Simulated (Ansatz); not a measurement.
Some values are withheld and marked by numbers in brackets.

```xyz
9
Lattice="0.000 -5.384 5.384 5.384 0.000 -5.384 3.486 3.486 3.486" Properties=species:S:1:pos:R:3 pbc="T T T" subject="Screened interactions in Cs2ThCl6 (P-3m1)" method="DFT, LDA, plane waves, PAW (and 1 further level or step)" program="Ansatz 0.2.0" settings_of_one_run="cutoff 420 eV, 6×6×4 k-mesh, smearing width 0.08 eV, default PAW, coordination {"Th": "octahedral"}, magnetic state non-magnetic by constraint" cost="3 runs, 11 min in all on 8 threads of Arm Neoverse V2, shared host (the runs of this entry)" notes="The cell and positions come from the Crystallography Open Database and are kept as given unless a step says otherwise. Limits: no spin-orbit coupling. Spin-orbit coupling, which is strong for atoms this heavy, is left out. Coarse meshes can leave U off its limit, most where the target bands are metallic." th_f="U 4.93 eV, U′ 4.28 eV, J 0.31 eV, bare V 15.0 eV" th_f_anion_p="[1]" method="constrained RPA on non-magnetic LDA, 3×3×2 mesh, static; search for lower states off"
Cs    6.204    0.820    0.820
Cs    2.666   -2.718    2.666
Th    0.000    0.000    0.000
Cl    5.318   -0.066   -2.575
Cl    2.809   -0.066   -0.066
Cl    5.318   -2.575   -0.066
Cl    3.552   -1.832    6.061
Cl    3.552    0.677    3.552
Cl    6.061   -1.832    3.552
```

Q: Give the missing entries.

[1] Th f + anion p (Cs2ThCl6): U 6.81 eV, U′ 6.11 eV, J 0.33 eV, bare V 15.7 eV. With the window Th f + anion p U becomes 6.81 eV and the bare V 15.66 eV, so U/V goes from 0.33 to 0.44.

[Paths, hosts, dates, memory and timing lines, banners, echoed tables and standing remarks are left out of the program output.]

[Logs are printed without paths, hosts, clocks, repeated set-up lines and the standing remarks that a program may print on its own settings, such as how far it seeks lower states.]

[Runs of the session that timed out or met a known fault of the program may be left out.]

[Hosts, paths, dates, database ids (printed as entryN), source tags and the programs' standing remarks are cut or masked in the printed files.]
